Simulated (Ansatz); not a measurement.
# Decaying states in the gap of Li2LaLuO4

Aim: relax a made-up compound, Li2LaLuO4, and see how good a tunnel barrier it would be. It is built by putting La for part of the Lu in the LiLuO2 structure of space group I4_1/amd, with the volume rescaled by atomic radii. The parent structure comes from the Materials Project.

Calculated with Ansatz 0.2.0; PBEsol DFT, plane waves, PAW files, in the first sound run; inputs show where later runs differ.

Report form: the programs' logs are mostly left out.

The structure was built from a prototype and need not be the compound's stable phase.

### Step 1. The starting structure

Symmetry: I-4m2, No. 119, tetragonal system. Conventional cell: a = 4.380 Å, b = 4.380 Å, c = 10.119 Å, α = 90.00°, β = 90.00°, γ = 90.00°. Li has 4 O at 2.21 Å nearest. Nearest to Lu lie 6 O at 2.21 to 2.27 Å. Nearest to La lie 6 O at 2.21 to 2.27 Å. Nearest to O lie 2 Li at 2.21 Å and 2 La at 2.21 Å and 1 Lu at 2.27 Å. O has 2 Li at 2.21 Å and 2 Lu at 2.21 Å and 1 La at 2.27 Å nearest. It derives from LiLuO2. La for part of the Lu in the LiLuO2 structure of space group I4_1/amd. Farther neighbours and most contacts between anions are not listed.

### Step 2. Relaxing the new crystal

The substituted atoms don't fit the parent's cell, so cell and atoms relax together. A small smearing keeps the run stable in case the gap closes on the way.

The input, input.yaml:

```yaml
crystal:
  lattice:
    - [-2.19010636, 2.19010636, 5.0595627797]
    - [2.19010636, -2.19010636, 5.0595627797]
    - [2.19010636, 2.19010636, -5.0595627797]
  atoms:
    - { symbol: Li, position: [0.25, 0.75, 0.5] }
    - { symbol: Li, position: [0.5, 0.5, 0.0] }
    - { symbol: Lu, position: [0.0, 0.0, 0.0] }
    - { symbol: La, position: [0.75, 0.25, 0.5] }
    - { symbol: O, position: [0.7761187, 0.7761187, 0.0] }
    - { symbol: O, position: [0.2238813, 0.2238813, 0.0] }
    - { symbol: O, position: [0.5261187, 0.0261187, 0.5] }
    - { symbol: O, position: [0.9738813, 0.4738813, 0.5] }
kpoints:
  mp_grid: { grid: [8, 8, 8] }
scf:
  occupations: { method: gaussian, width: 0.03 }
hamiltonian:
  xc: pbesol
output:
  forces: true
  stress: true
relax:
  f_tol: 0.02
  max_steps: 60
  cell: {}
```

Started as:

```
ansatz run input.yaml --threads 2 --pin off --max-ram 4096MiB --backend cpu --events-out ev --progress --plain --runs-dir out
```

Elapsed: 2.1 min, on 2 threads of Intel Xeon Platinum 8488C (Sapphire Rapids), shared host; peak memory 0.64 GiB; 4.1 min of CPU time.

The steps of the relaxation:

```csv
step,energy less that of the first step (eV),largest force component (eV/Å),pressure (GPa),volume (Å³)
1,0.0000,2.1623,17.05,97.07
2,-0.8686,0.2185,-2.85,108.82
3,-0.8993,0.2374,0.08,107.00
4,-0.9068,0.0233,0.02,107.20
5,-0.9073,0.0138,-0.01,107.46
6,-0.9074,0.0064,0.02,107.44
7*,-0.9734,0.0031,0.93,107.44
8,-0.9757,0.0033,0.15,108.49
9,-0.9751,0.0019,0.01,108.78
10*,-0.9801,0.0018,0.03,108.78
11,-0.9799,0.0002,0.00,108.86
12*,-0.9802,0.0002,0.00,108.86
```

Relaxation steps marked * repeat the geometry before them on a plane-wave basis chosen anew for their cell, so energy and pressure can jump there.

Forces are held to the 8 operations that the run works with; a distortion that breaks them can't arise in this run.

```csv
"conventional cell, symmetrised",before,after,change
a (Å),4.380,4.461,+1.9 %
b (Å),4.380,4.461,+1.9 %
c (Å),10.119,10.938,+8.1 %
volume (Å³/atom),12.13,13.61,+12.1 %
```

The atoms that moved most (Å, as changes of fractional coordinates times the final cell):

```csv
atom,dx,dy,dz,length
O5,0.000,0.000,0.229,0.229
O6,0.000,0.000,-0.229,0.229
O8,0.000,0.000,0.077,0.077
O7,0.000,0.000,-0.077,0.077
```

This step gave:

```yaml
free_energy: -23434.5823 eV
fermi_energy: 9.648 eV
pressure: 0.002541 GPa
```

The largest force component on a free atom ends at 2.3e-4 eV/Å.

### Step 3. Band edges

The energy window and the wavevectors of the next steps follow from the band edges, so these are searched first, off the mesh as well.

The input, input.yaml:

```yaml
crystal:
  lattice:
    - [-2.230682788, 2.230682788, 5.4692075154]
    - [2.230682788, -2.230682788, 5.4692075154]
    - [2.230682788, 2.230682788, -5.4692075154]
  atoms:
    - { symbol: Li, position: [0.25, 0.75, 0.5] }
    - { symbol: Li, position: [0.5, 0.5, 0.0] }
    - { symbol: Lu, position: [0.0, 0.0, 0.0] }
    - { symbol: La, position: [0.75, 0.25, 0.5] }
    - { symbol: O, position: [0.7970810217, 0.7970810217, 0.0] }
    - { symbol: O, position: [0.2029189783, 0.2029189783, 0.0] }
    - { symbol: O, position: [0.5190570356, 0.0190570356, 0.5] }
    - { symbol: O, position: [0.9809429644, 0.4809429644, 0.5] }
kpoints:
  mp_grid: { grid: [8, 8, 8] }
  band_path: { path: [VBM, CBM], npoints: 30 }
scf:
  occupations: { method: fixed }
hamiltonian:
  xc: pbesol
output:
  eigenvalues: true
  write_potential: true
  write_density: true
  volumetric_format: npy
  elf: true
```

The job ended after 21 s (2 threads; peak memory 0.6 GiB).

This step gave:

```yaml
fermi_energy: 8.070 eV
gap_on_the_k_mesh: 3.155 eV
gap_on_path: 3.155 eV, by band count; negative where bands overlap
direct_gap_on_path: 3.321 eV
edge_places_on_path: 0, 2.073 1/A along the path
```

Electronic bands along the path, in eV, zero at the Fermi level (highest filled level under fixed occupations); v1 is the highest filled band, c1 the lowest empty one:

```csv
point,v4,v3,v2,v1,c1,c2,c3,c4
VBM,-0.95,-0.60,0.00,0.00,4.67,4.67,4.72,4.82
halfway,-1.19,-1.06,-0.93,-0.55,4.20,5.13,5.36,5.48
CBM,-0.65,-0.61,-0.17,-0.17,3.16,4.47,5.14,5.14
```

ELF in the ab plane of the cell as run, not the conventional one, at fractional z = 0.000, with atoms of Li and Lu and O within 0.2 Å of it. It is the smooth field of the valence electrons, not physical close to the nuclei.

Values in units of 1e-1, 10 rows by 16 columns, each cell a mean:
```
8.4 8.6 6.5 1.4 0.8 1.4 0.9 0.5 0.6 2.0 5.9 7.6 7.0 4.0 3.7 7.5
3.5 4.6 3.3 1.0 0.5 0.5 0.4 0.3 0.4 2.3 6.7 8.0 5.7 6.5 6.4 2.9
2.5 0.6 0.5 0.5 0.7 0.7 0.5 0.3 0.3 1.1 4.5 7.4 7.4 6.5 8.0 6.9
2.6 0.8 0.4 0.6 0.6 0.3 0.4 1.5 0.6 0.2 1.0 3.1 5.1 6.1 6.1 4.9
0.7 0.4 0.3 0.3 0.3 0.2 2.5 9.5 9.0 3.6 0.1 0.3 0.6 0.9 1.0 0.9
1.3 1.9 2.1 1.7 1.0 0.3 0.2 4.2 7.7 5.8 0.2 0.3 0.4 0.3 0.3 0.7
5.0 7.1 7.5 7.2 5.9 3.3 0.9 0.2 0.2 0.3 0.3 0.6 0.7 0.5 0.5 1.7
3.6 7.6 7.0 5.1 7.7 7.1 3.3 0.6 0.3 0.4 0.6 0.7 0.6 0.6 0.9 1.0
4.5 3.2 6.4 6.8 7.5 8.0 4.7 1.0 0.3 0.3 0.5 0.4 0.5 3.0 6.2 6.5
8.4 7.5 3.1 3.6 6.2 6.1 3.2 0.9 0.5 0.9 2.2 2.5 1.1 3.0 8.1 8.5
```
Columns run along a (6.3 Å), rows up along b (6.3 Å). Atoms in or near the plane, at fractional coordinates: Li at (0.50, 0.50), Lu at (0.00, 0.00), O at (0.80, 0.80), O at (0.20, 0.20).

Valence density in the ab plane of the cell as run, not the conventional one, at fractional z = 0.000, with atoms of Li and Lu and O within 0.2 Å of it. It is the smooth field of the valence electrons, not physical close to the nuclei.

Ten steps, logarithmic in the rise over the least value, from '_' (0 e/Å³) to '@' (38 e/Å³), each cell a mean:
```
@@%%++::______________....::....==##
****++::______________..--==--::::==
::----..______________..--++++==::..
__....__________________::++**++--..
________________________..--++++==::
__________________________..::----..
________________..____________......
______________::==--________________
______________::++**--______________
________________--++==..____________
__....____________::::______________
....::::..__________________________
..::====--..________________________
..::++**++--..______________________
....==++**==::________________..::::
==::::==++==::..____________..--++++
##++::..::::....____________..--**%%
@@##==........________________::**@@
```
Columns run along a (6.3 Å), rows up along b (6.3 Å). Atoms in or near the plane, at fractional coordinates: Li at (0.50, 0.50), Lu at (0.00, 0.00), O at (0.80, 0.80), O at (0.20, 0.20).

Electrostatic potential energy in the ab plane of the cell as run, not the conventional one, at fractional z = 0.000, with atoms of Li and Lu and O within 0.2 Å of it. With pseudopotentials it is smooth inside the atoms' cores, unlike the true potential.

Ten even steps from '0' (-52 eV) to '9' (12 eV), each cell a mean:
```
002799999999999840
103699999999856874
655799999999732588
988899999999830269
999999999999973359
999999999999998789
999999987899999999
999999975689999999
999999974368999999
999999986457999999
999999998778999999
998999999999999999
985479999999999999
984127999999999999
896214999999998767
478645899999998532
037988999999998500
004899999999999610
```
Columns run along a (6.3 Å; values clipped at the 3rd and 97th percentile), rows up along b (6.3 Å). Atoms in or near the plane, at fractional coordinates: Li at (0.50, 0.50), Lu at (0.00, 0.00), O at (0.80, 0.80), O at (0.20, 0.20).

The searched edges give 3.16 eV, as on the mesh.

### Step 4. Decaying states in the gap

This step: PBEsol DFT, plane waves, PAW files; complex bands by layer matching along the plane's normal (Ansatz 0.2.0).

The same crystal is laid in a cell whose first two vectors span the (001) plane (indices of the standard conventional cell, whose axes can be ordered otherwise than in the bulk input). At fixed energy and wavevector in the plane the solver finds all kz, real and complex. A few wavevectors are listed, (0, 0) and (0.5, 0) in units of the plane's reciprocal vectors; the slowest state needn't be among them.

The input, input.yaml:

```yaml
crystal:
  lattice:
    - [4.461365576, 0.0, 0.0]
    - [0.0, 4.461365576, 0.0]
    - [2.230682788, 2.230682788, 5.469207515]
  atoms:
    - { symbol: Li, position: [0.25, 0.75, 0.5] }
    - { symbol: Li, position: [0.5, 0.5, 0.0] }
    - { symbol: Lu, position: [0.0, 0.0, 0.0] }
    - { symbol: La, position: [0.75, 0.25, 0.5] }
    - { symbol: O, position: [0.2029189783, 0.2029189783, 0.5941620434] }
    - { symbol: O, position: [0.7970810217, 0.7970810217, 0.4058379566] }
    - { symbol: O, position: [0.9809429644, 0.4809429644, 0.0381140712] }
    - { symbol: O, position: [0.5190570356, 0.0190570356, 0.9618859288] }
kpoints:
  mp_grid: { grid: [6, 6, 6] }
scf:
  occupations: { method: fixed }
hamiltonian:
  xc: pbesol
output:
  eigenvalues: true
  transmission:
    leads: [[0, 0]]
    kpoints: [[0.0, 0.0], [0.5, 0.0]]
    e_range: [-1.0, 4.16]
    de: 0.13
```

Elapsed: 23 s, on 2 threads; peak memory 0.64 GiB.

This step gave:

| Quantity | Value |
| --- | --- |
| free energy | -23434.5822 eV |
| level to which the leads are filled | 1.578 eV from the Fermi level |
| decay constant at the filling level, zone centre | 0.2991 Å⁻¹ |
| decay constant at the filling level, slowest listed point | 0.2991 Å⁻¹ |

K parallel (0, 0); values up to 1.5 1/Å, a degenerate pair printed once or twice; energies at which all values exceed this have no row. Im kz of the slowest decaying states against energy, zero at the highest filled level on the SCF mesh:

```csv
energy (eV),decay 1 (Å⁻¹),decay 2 (Å⁻¹),decay 3 (Å⁻¹),decay 4 (Å⁻¹)
-1.00,0.140,0.187,0.764,1.20
-0.61,0.0226,0.122,0.166,0.955
-0.22,0.150,0.150,0.225,0.297
0.04,0.222,0.222,0.265,0.342
0.43,0.297,0.387,0.603,1.16
0.82,0.310,0.416,0.661,1.11
1.21,0.310,0.435,0.699,1.06
1.60,0.299,0.447,0.727,1.01
1.86,0.286,0.452,0.743,0.967
2.25,0.254,0.455,0.766,0.902
2.64,0.204,0.454,0.800,0.829
3.03,0.107,0.447,0.710,0.746
3.29,0.439,0.632,0.682,0.944
3.68,0.422,0.534,0.568,0.957
4.07,0.397,0.413,0.425,0.96
```

K parallel (0.5, 0); values up to 1.5 1/Å, a degenerate pair printed once or twice; energies at which all values exceed this have no row. The Im kz of the slowest decaying states by energy, zero at the highest filled level on the SCF mesh:

```csv
energy (eV),decay 1 (Å⁻¹),decay 2 (Å⁻¹),decay 3 (Å⁻¹),decay 4 (Å⁻¹)
-1.00,0.173,0.184,0.559,0.808
-0.61,0.149,0.314,0.505,0.841
-0.22,0.0290,0.373,0.861,-
0.04,0.414,0.481,0.869,-
0.43,0.442,0.468,0.571,0.874
0.82,0.454,0.508,0.618,0.874
1.21,0.462,0.533,0.649,0.869
1.60,0.464,0.552,0.672,0.858
1.86,0.462,0.560,0.684,0.849
2.25,0.455,0.571,0.699,0.830
2.64,0.441,0.578,0.715,0.806
3.03,0.420,0.584,0.734,0.775
3.29,0.402,0.587,0.750,0.756
3.68,0.364,0.595,0.701,0.859
4.07,0.304,0.609,0.633,0.738
```

At the listed wavevectors the last open channel is at -0.09 eV and the next at +3.16 eV on the grid. At +1.60 eV, the grid energy nearest the filling level (the middle of the gap on the SCF mesh), the slowest state at the listed wavevectors decays with κ = 0.299 Å⁻¹, its amplitude falling by e over 3.3 Å. Through 1 nm of this crystal that state's transmission falls by exp(−2 × 0.299 Å⁻¹ × 10 Å) = 0.0025.

### Step 5. Decay over the two-dimensional zone

The listed points could miss the slowest state, so one energy near mid-gap is solved on a mesh of 8×8.

input.yaml, as its differences from that of step 4:

```diff
@@ -22,6 +22,2 @@
   eigenvalues: true
-  transmission:
-    leads: [[0, 0]]
-    kpoints: [[0.0, 0.0], [0.5, 0.0]]
-    e_range: [-1.0, 4.16]
-    de: 0.13
+  transmission: { leads: [[0, 0]], kmesh: [8, 8], e_range: [1.58, 1.59], de: 0.05 }
```

Run time: 18 s. Hardware: 2 threads; peak memory 0.72 GiB; 33 s of CPU time.

This step gave:

| Quantity | Value |
| --- | --- |
| least decay constant on the mesh | 0.2999 Å⁻¹ |

Slowest decay constant (1/Å; 0 where a channel is open) over k1 and k2. At 1.5800 eV from the Fermi level.

Values, 8 rows by 8 columns:
```
0.461 0.461 0.459 0.457 0.455 0.457 0.459 0.461
0.468 0.459 0.457 0.442 0.407 0.442 0.457 0.459
0.488 0.457 0.442 0.354 0.327 0.354 0.442 0.457
0.464 0.455 0.407 0.327 0.300 0.327 0.407 0.455
0.488 0.457 0.442 0.354 0.327 0.354 0.442 0.457
0.468 0.459 0.457 0.442 0.407 0.442 0.457 0.459
0.461 0.461 0.459 0.457 0.455 0.457 0.459 0.461
0.445 0.461 0.468 0.488 0.464 0.488 0.468 0.461
```
Columns: k1 (b1) from -0.5 to 0.375; rows upwards: k2 (b2) from -0.5 to 0.375.

The least value on the mesh is 0.300 Å⁻¹ at +1.58 eV. At that energy the listed points give about 0.300 Å⁻¹ by interpolation, so the mesh holds no clearly slower state.

### Step 6. Band edges at another level

This step: PBE DFT, plane waves, PAW files (Ansatz 0.2.0).

The edges again with PBE, at the same atoms.

The input, input.yaml:

```yaml
crystal:
  lattice:
    - [-2.230682788, 2.230682788, 5.4692075154]
    - [2.230682788, -2.230682788, 5.4692075154]
    - [2.230682788, 2.230682788, -5.4692075154]
  atoms:
    - { symbol: Li, position: [0.25, 0.75, 0.5] }
    - { symbol: Li, position: [0.5, 0.5, 0.0] }
    - { symbol: Lu, position: [0.0, 0.0, 0.0] }
    - { symbol: La, position: [0.75, 0.25, 0.5] }
    - { symbol: O, position: [0.7970810217, 0.7970810217, 0.0] }
    - { symbol: O, position: [0.2029189783, 0.2029189783, 0.0] }
    - { symbol: O, position: [0.5190570356, 0.0190570356, 0.5] }
    - { symbol: O, position: [0.9809429644, 0.4809429644, 0.5] }
kpoints:
  mp_grid: { grid: [8, 8, 8] }
  band_path: { path: [VBM, CBM], npoints: 30 }
scf:
  occupations: { method: fixed }
hamiltonian:
  xc: pbe
output:
  eigenvalues: true
```

Wall time 21 s (2 threads); peak memory 0.55 GiB; 42 s of CPU time.

Numbers from this step:

| Item | Value |
| --- | --- |
| free energy | -23673.9745 eV |
| Fermi energy | 8.210 eV |
| gap on the k-mesh | 3.276 eV |
| gap on path | 3.276 eV, by band count; negative where bands overlap |
| direct gap on path | 3.438 eV |

Electronic bands along the path, in eV, zero at the Fermi level (highest filled level under fixed occupations); v1 is the highest filled band, c1 the lowest empty one:

```csv
point,v4,v3,v2,v1,c1,c2,c3,c4
VBM,-0.94,-0.59,0.00,0.00,4.75,4.75,4.80,4.92
halfway,-1.18,-1.06,-0.91,-0.54,4.31,5.18,5.41,5.49
CBM,-0.65,-0.61,-0.16,-0.16,3.28,4.58,5.19,5.19
```

The searched edges give 3.28 eV, as on the mesh.

For the gap on the k-mesh, step 3 gave 3.16 eV; this run, with PBE, gives 3.28 eV.

### Step 7. Complex bands at another level

This step: PBE DFT, plane waves, PAW files; complex bands by layer matching along the plane's normal (Ansatz 0.2.0).

The complex bands at that level, over its own gap, at (0, 0) and (0.5, 0).

The input, input.yaml:

```yaml
crystal:
  lattice:
    - [4.461365576, 0.0, 0.0]
    - [0.0, 4.461365576, 0.0]
    - [2.230682788, 2.230682788, 5.469207515]
  atoms:
    - { symbol: Li, position: [0.25, 0.75, 0.5] }
    - { symbol: Li, position: [0.5, 0.5, 0.0] }
    - { symbol: Lu, position: [0.0, 0.0, 0.0] }
    - { symbol: La, position: [0.75, 0.25, 0.5] }
    - { symbol: O, position: [0.2029189783, 0.2029189783, 0.5941620434] }
    - { symbol: O, position: [0.7970810217, 0.7970810217, 0.4058379566] }
    - { symbol: O, position: [0.9809429644, 0.4809429644, 0.0381140712] }
    - { symbol: O, position: [0.5190570356, 0.0190570356, 0.9618859288] }
kpoints:
  mp_grid: { grid: [6, 6, 6] }
scf:
  occupations: { method: fixed }
hamiltonian:
  xc: pbe
output:
  eigenvalues: true
  transmission:
    leads: [[0, 0]]
    kpoints: [[0.0, 0.0], [0.5, 0.0]]
    e_range: [-1.0, 4.28]
    de: 0.13
```

The job ended after 26 s (2 threads; peak memory 0.67 GiB; 39 s of CPU time).

Numbers from this step:

| Quantity | Value |
| --- | --- |
| free energy | -23673.9744 eV |
| level to which the leads are filled | 1.638 eV from the Fermi level |
| decay constant at the filling level, zone centre | 0.3101 Å⁻¹ |
| decay constant at the filling level, slowest listed point | 0.3102 Å⁻¹ |

K parallel (0, 0); values up to 1.5 1/Å, a degenerate pair printed once or twice; energies at which all values exceed this have no row. Im kz of the slowest decaying states against energy, zero at the highest filled level on the SCF mesh:

```csv
energy (eV),decay 1 (Å⁻¹),decay 2 (Å⁻¹),decay 3 (Å⁻¹),decay 4 (Å⁻¹)
-1.00,0.150,0.150,0.180,0.766
-0.74,0.241,0.967,1.27,-
-0.48,0.147,0.207,0.207,0.214
-0.22,0.156,0.229,0.298,0.842
0.04,0.223,0.223,0.270,0.344
0.30,0.294,0.376,0.579,1.17
0.56,0.309,0.400,0.632,1.16
0.82,0.317,0.419,0.668,1.13
1.08,0.320,0.433,0.695,1.10
1.34,0.317,0.444,0.716,1.07
1.60,0.310,0.452,0.734,1.03
1.86,0.298,0.457,0.750,0.991
2.12,0.281,0.460,0.765,0.950
2.38,0.258,0.461,0.782,0.906
2.64,0.226,0.459,0.805,0.858
2.90,0.180,0.456,0.806,0.819
3.16,0.104,0.450,0.693,0.749
3.42,0.441,0.623,0.684,0.954
3.68,0.430,0.559,0.611,0.962
3.94,0.416,0.492,0.523,0.965
4.20,0.396,0.411,0.414,0.964
```

K parallel (0.5, 0); values up to 1.5 1/Å, a degenerate pair printed once or twice; energies at which all values exceed this have no row. The Im kz of the slowest decaying states by energy, zero at the highest filled level on the SCF mesh:

```csv
energy (eV),decay 1 (Å⁻¹),decay 2 (Å⁻¹),decay 3 (Å⁻¹),decay 4 (Å⁻¹)
-1.00,0.167,0.181,0.526,0.812
-0.74,0.139,0.285,0.548,0.836
-0.48,0.270,0.338,0.475,0.853
-0.22,0.375,0.866,-,-
0.04,0.417,0.487,0.874,-
0.30,0.439,0.455,0.555,0.879
0.56,0.449,0.489,0.596,0.881
0.82,0.458,0.513,0.626,0.881
1.08,0.464,0.532,0.648,0.878
1.34,0.468,0.546,0.666,0.873
1.60,0.469,0.558,0.680,0.866
1.86,0.468,0.567,0.693,0.857
2.12,0.464,0.574,0.703,0.845
2.38,0.458,0.580,0.713,0.832
2.64,0.449,0.585,0.724,0.816
2.90,0.437,0.589,0.735,0.796
3.16,0.421,0.593,0.751,0.774
3.42,0.402,0.598,0.747,0.777
3.68,0.377,0.603,0.714,0.839
3.94,0.345,0.611,0.673,0.885
4.20,0.299,0.621,0.624,0.724
```

At the listed wavevectors the last open channel is at -0.09 eV and the next at +3.29 eV on the grid. At +1.60 eV, the grid energy nearest the filling level (the middle of the gap on the SCF mesh), the slowest state at the listed wavevectors decays with κ = 0.310 Å⁻¹, its amplitude falling by e over 3.2 Å; the first such run, plane (001), gave 0.299 Å⁻¹.

### Step 8. What came out

| Quantity | Value |
| --- | --- |
| band gap | 3.16 eV |
| least decay constant at mid-gap, normal to (001) | 0.299 Å⁻¹ |
| least decay constant on a mesh, normal to (001) | 0.300 Å⁻¹ |
| least decay constant, PBE | 0.310 Å⁻¹ |

What this shows: With PBEsol, the slowest decay at the wavevectors tried is κ = 0.299 Å⁻¹, normal to (001). Through such a film the transmission near mid-gap falls as exp(−2κd), a factor of ten every 3.8 Å. A free electron under a barrier of half the gap would need a mass of 0.22 mₑ to decay at this rate. With PBE the gap goes from 3.16 to 3.28 eV and the decay constant, over the first 2 listed wavevectors, from 0.299 to 0.310 Å⁻¹. The compound is made up by substitution; its stability against other phases and against distortions of the cell's symmetry was not tested. A semilocal functional narrows gaps, so real decay constants are likely larger.

[Logs are printed without paths, hosts, clocks, repeated set-up lines and the standing remarks that a program may print on its own settings, such as how far it seeks lower states.]

[Hosts, paths, dates, database ids (printed as entryN), source tags and the programs' standing remarks are cut or masked in the printed files.]
